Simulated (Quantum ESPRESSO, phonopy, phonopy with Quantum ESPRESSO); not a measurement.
# BAs (F-43m): phonons against volume, part 8 of 8

Which modes of BAs drive its thermal expansion?

What experiment has found for this phase:
- volume expansion coefficient 11.55 1e-6/K near room temperature (given in “Basic Physical Properties of Cubic Boron Arsenide (three times its linear coefficient)”, 2019, arxiv:1911.11281)
- volume expansion coefficient 10.8 1e-6/K near room temperature (given in “Thermal expansion coefficients of high thermal conducting BAs and BP materials (three times its linear coefficient)”, 2019, arxiv:1906.04101)

Quantum ESPRESSO 7.5; DFT LDA, scalar-relativistic, plane waves, GBRV ultrasoft pseudopotentials.

So far. Step 25 (Self-consistent run, V/V0 1.05): The run ends at a pressure of -6.51 GPa. Step 26 (Zone-centre response): The Born charges sum to zero within 0.021 e; the rest is removed before use. Acoustic frequencies in this log differ from zero by the error of the sum rule, which ph.x does not impose.

### Step 27. Forces on a displaced cell

One atom (for the harmonic constants) or a pair of atoms (for the cubic ones) is moved by a few hundredths of an ångström; the forces on all atoms give a column of force constants. The threshold is tight because the forces are small.

System of this step: BAs. It takes space group Cm (No. 8, monoclinic). The conventional cell has a = 11.821 Å, b = 6.825 Å, c = 6.825 Å, α = 90.00°, β = 125.26°, γ = 90.00°. B has 4 As at 2.07 to 2.11 Å nearest. B has 4 As at 2.09 Å nearest. Nearest to B lie 4 As at 2.09 Å. B has 4 As at 2.09 Å nearest. Farther neighbours are not listed.

disp-00001.in

```
&CONTROL
  calculation = 'scf'
  prefix      = 'x'
  outdir      = './tmp'
  pseudo_dir  = './pseudo'
  tprnfor     = .true.
  disk_io     = 'none'
/
&SYSTEM
  ibrav       = 0
  nat         = 16
  ntyp        = 2
  ecutwfc     = 40.0
  ecutrho     = 240.0
  occupations = 'fixed'
  nbnd        = 34
/
&ELECTRONS
  conv_thr         = 1.0d-11
  mixing_beta      = 0.7
  electron_maxstep = 100
/
ATOMIC_SPECIES
 B      10.8100  B.upf
 As     74.9216  As.upf
CELL_PARAMETERS angstrom
     0.000000000    4.825934651    4.825934651
     4.825934651    0.000000000    4.825934651
     4.825934651    4.825934651    0.000000000
ATOMIC_POSITIONS crystal
 B      0.002930445   0.000000000   0.000000000
 B      0.500000000   0.000000000   0.000000000
 B      0.000000000   0.500000000   0.000000000
 B      0.500000000   0.500000000   0.000000000
 B      0.000000000   0.000000000   0.500000000
 B      0.500000000   0.000000000   0.500000000
 B      0.000000000   0.500000000   0.500000000
 B      0.500000000   0.500000000   0.500000000
 As     0.125000000   0.125000000   0.125000000
 As     0.625000000   0.125000000   0.125000000
 As     0.125000000   0.625000000   0.125000000
 As     0.625000000   0.625000000   0.125000000
 As     0.125000000   0.125000000   0.625000000
 As     0.625000000   0.125000000   0.625000000
 As     0.125000000   0.625000000   0.625000000
 As     0.625000000   0.625000000   0.625000000
K_POINTS automatic
 4 4 4 0 0 0
```

On the command line:

```
OMP_NUM_THREADS=1 mpirun -n 4 pw.x -nk 4 -in disp-00001.in > disp-00001.out
```

Output:

```text
[banner, memory and clock lines left out]
Program PWSCF v.7.5

     Message from routine setup:
     using ibrav=0 with symmetry is DISCOURAGED, use correct ibrav instead

     G-vector sticks info

     bravais-lattice index     =            0
     lattice parameter (alat)  =      12.8972  a.u.
     unit-cell volume          =    1516.9487 (a.u.)^3
     number of atoms/cell      =           16
     number of atomic types    =            2
     number of electrons       =        64.00
[...]
atom    1 type  1   force =    -0.00030895   -0.00859326   -0.00859326
     atom    2 type  1   force =     0.00000388    0.00058305    0.00058305
     atom    3 type  1   force =     0.00029732   -0.00058777    0.00028558
[...]
atom   15 type  2   force =    -0.00017487   -0.00002636   -0.00002636
     atom   16 type  2   force =     0.00017421   -0.00002563   -0.00002563

     Total force =     0.014469     Total SCF correction =     0.000001
     Message from routine punch:
     Nothing written, as per user request (disk_io='none')
[key lines of the parts left out:]
!    total energy              =    -369.52042876 Ry
convergence has been achieved in  16 iterations
```

It took 88 s on 4 MPI ranks of Arm Neoverse V2, shared host.

### Step 28. Phonons, V/V0 1.05

This step: DFT LDA, scalar-relativistic, plane waves, GBRV ultrasoft pseudopotentials (phonopy with Quantum ESPRESSO 4.10.0 / 7.5).

Elapsed: 1.7 min, on 8 threads; 13 min of CPU time.

Phonopy, LO-TO term from ph.x's tensors. The phonon branches at the labelled points (cm⁻¹):

```csv
point,branch 1,branch 2,branch 3,branch 4,branch 5,branch 6
Γ,0,0,0,668,668,670
halfway,125,125,214,638,638,690
X,191,191,306,597,597,703
halfway,187,208,300,600,602,696
U,177,238,284,609,618,678
jump to K,177,238,284,610,618,678
halfway,109,152,220,648,650,671
Γ,0,0,0,668,668,670
halfway,95,95,202,654,654,674
L,139,139,296,639,639,673
halfway,162,206,286,622,645,661
W,207,236,276,599,646,658
halfway,199,210,295,598,613,689
X,191,191,306,597,597,703
```

The phonon branches as a text plot (rows in cm⁻¹):

```
    688 |  ****************      **         ****             ****
    659 |*****             ******************** *************
    630 |     ****        ******               ********    **
    600 |         *********                            **********
    571 |
    542 |
    512 |
    483 |
    454 |
    425 |
    395 |
    366 |
    337 |
    307 |          ******                        ****        ****
    278 |         *      *****                 **    ********
    249 |       **        **  **             **         ***
    220 |     **       ***  **  *                     **  ****
    190 |          ********   ** **         *        *  **  *****
    161 |    *  ***        ***  *          *        ****
    132 |     **              **   **          ******
    102 |  ***                  ***      ** ***
     73 | ***                    *****     *
     44 | *                        ***  ***
     15 |*                           ****
         Γ           X  U|K            Γ         L        W     X
```

No mode is imaginary beyond numerical noise along the path. The highest zone-centre mode (no LO–TO term) moved by -4.9 % for a volume change of +5.0 %.

The time given is that of the 2 pw.x runs on displaced cells behind this step.

### Step 29. Mode Grüneisen parameters

This step: DFT LDA, scalar-relativistic, plane waves, GBRV ultrasoft pseudopotentials (phonopy 4.10.0).

Numbers from this step:

```yaml
share_of_modes_with_a_negative_grueneisen_parameter: 0.1
```

Mean Grüneisen, by row:

```csv
T (K),heat-capacity-weighted mean,root mean square
50,0.187,0.386
100,0.336,0.541
200,0.558,0.755
300,0.688,0.863
500,0.778,0.931
800,0.812,0.956
```

Mean mode Grueneisen parameter against wavenumber:

```csv
wavenumber (cm⁻¹),mean mode Grueneisen parameter
12,0.029
37,0.174
62,0.218
86,0.176
111,0.0971
136,0.0809
161,0.126
185,0.219
210,0.475
235,0.564
260,0.985
284,1.03
309,1.03
334,-
358,-
383,-
408,-
433,-
457,-
482,-
507,-
532,-
556,-
581,-
606,-
630,1.42
655,1.33
680,1.2
705,1.16
729,1.11
```

Volume series, by row:

```csv
V/V0,V (Å³/atom),pressure (GPa),E - E0 (meV/atom),gap (eV),zero-point energy (meV/atom),lowest on the path (cm⁻¹),highest at Gamma without the LO-TO term (cm⁻¹)
0.97,12.98,4.771,6.009,1.075,85.18,0,724.4
0.985,13.18,2.291,1.509,1.089,83.82,0,713.1
1,13.38,-0.006,0,1.103,82.48,0,702.2
1.015,13.58,-2.134,1.257,1.116,81.19,0,691.6
1.03,13.78,-4.104,5.083,1.129,79.91,0,681.3
1.05,14.05,-6.506,13.88,1.146,78.25,0,668
```

The optical frequency at Gamma without the LO-TO term, mode 4 by V/V0:

```csv
V/V0,"optical frequency at Gamma without the LO-TO term, mode 4 (cm⁻¹)"
0.9700,724
0.9850,713
1.0000,702
1.0150,692
1.0300,681
1.0500,668
```

Grüneisen at points, by row:

```csv
point,branch,frequency (cm⁻¹),mode Grüneisen parameter
Γ,4,702.2,1.02
Γ,6,706.2,1.08
X,1,190.9,-0.04
X,3,321.6,1.03
X,4,640.7,1.43
X,6,741.2,1.09
U,1,177.1,-0.09
U,2,243.3,0.39
U,3,298.9,1.04
U,4,652,1.36
U,5,660.2,1.34
U,6,717.9,1.16
K,1,177.1,-0.09
K,2,243.3,0.39
K,3,298.9,1.04
K,4,652,1.36
K,5,660.2,1.34
K,6,717.9,1.16
L,1,137.7,-0.19
L,3,312.7,1.09
L,4,678.3,1.2
L,6,712.7,1.18
W,1,210,0.25
W,2,239.3,0.26
W,3,290.7,1.07
W,4,642.6,1.42
W,5,684.7,1.18
W,6,699.9,1.26
```

### Step 30. Quasi-harmonic fit by phonopy

Numbers from this step:

```
volume expansion coefficient at 300 K : 10.28 1e-6/K
isothermal bulk modulus at 300 K      : 143.2 GPa
C_P at 300 K                          : 17.04 J/mol-atom/K
Grüneisen parameter at 300 K          : 0.704
```

The energy (each curve on its own zero) by volume; values in meV/atom:

```csv
volume (Å³/atom),static,F at 0 K,F at 300 K,F at 900 K
12.979,6.01,9.39,9.97,14
13.180,1.51,3.52,3.89,6.39
13.380,0,0.68,0.83,1.74
13.581,1.26,0.64,0.55,-0.12
13.782,5.08,3.19,2.85,0.55
14.049,13.9,10.3,9.65,5.17
```

Phonopy-qha, vinet fit of F(V) at each temperature; no electronic free energy. Qha vinet, by row:

```csv
T (K),fitted volume (Å³/atom),alpha_V (1e-6/K),B_T (GPa),C_P (J/mol-atom/K),Grueneisen
100,13.48,2.06,144.4,6.692,0.3583
150,13.49,4.04,144.2,9.955,0.4752
200,13.49,6.26,144,12.71,0.5768
250,13.49,8.43,143.6,15.09,0.6522
300,13.5,10.28,143.2,17.04,0.7037
350,13.51,11.78,142.7,18.57,0.7389
400,13.52,12.97,142.2,19.75,0.7634
450,13.53,13.92,141.7,20.68,0.781
500,13.54,14.68,141.2,21.41,0.7942
550,13.55,15.3,140.7,21.99,0.8043
600,13.56,15.81,140.2,22.46,0.8122
650,13.57,16.24,139.7,22.84,0.8187
700,13.58,16.61,139.2,23.16,0.824
750,13.59,16.93,138.6,23.42,0.8285
800,13.6,17.2,138.1,23.65,0.8323
850,13.61,17.45,137.6,23.84,0.8357
```

The volume expansion coefficient, phonopy-qha, Vinet by temperature:

temperature (K), volume expansion coefficient, phonopy-qha, Vinet (1e-6/K) and a bar:
```
       75        1.2 
      125        3.0 ###
      150        4.0 #####
      200        6.3 #########
      225        7.4 ###########
      275        9.4 ###############
      300       10.3 #################
      350       11.8 ###################
      375       12.4 #####################
      425       13.5 #######################
      450       13.9 #######################
      500       14.7 #########################
      525       15.0 #########################
      575       15.6 ##########################
      600       15.8 ###########################
      650       16.2 ############################
      675       16.4 ############################
      725       16.8 #############################
      750       16.9 #############################
      800       17.2 #############################
      825       17.3 ##############################
      875       17.6 ##############################
```

The fit gives a volume expansion of 10.3 × 10⁻⁶/K at 300 K.

### Step 31. Outcome

```
volume expansion coefficient at 300 K  : 10.28 1e-6/K
isothermal bulk modulus at 300 K       : 143.2 GPa
C_P at 300 K                           : 17.04 J/mol-atom/K
Grüneisen parameter at 300 K           : 0.704
mean mode Grüneisen parameter at 300 K : 0.688
```

**Reading.** Near room temperature BAs expands by 10.3 × 10⁻⁶/K in volume by LDA, with C_P = 17.0 J/(mol K) per mole of atoms and B_T = 143 GPa. The q-mesh is coarse, and the expansion can converge slowly with it. C_P at room temperature is 68 % of the classical 3R an atom, so the stiffest modes are still partly frozen out. A measured volume expansion coefficient near room temperature is 11.55 1e-6/K (arxiv:1911.11281); the calculated 10.3 1e-6/K differs by -11 %. The heat-capacity-weighted Grüneisen parameter goes from 0.187 at 50 K to 0.812 at 800 K; 10 % of the modes stiffen on expansion. Weighting γ by the density of states and each mode's heat capacity at 300 K, modes below 250 cm⁻¹ give about 18 % of the sum of γC that drives the expansion, those up to 500 cm⁻¹ 25 % and the rest 57 %. Among the labelled points γ is largest for branch 4 at X (641 cm⁻¹, 1.4) and most negative for branch 1 at L (138 cm⁻¹, -0.19). The supercell is small: only its own wavevectors are exact, and branches between them are interpolated and can be misplaced.

[Logs are printed without paths, hosts, clocks, repeated set-up lines and the standing remarks that a program may print on its own settings, such as how far it seeks lower states.]

[Hosts, paths, dates, database ids (printed as entryN), source tags and the programs' standing remarks are cut or masked in the printed files.]

[A step with changed settings may run another functional than the one named; its input shows which.]

[Of the runs on displaced cells, only some may be shown.]
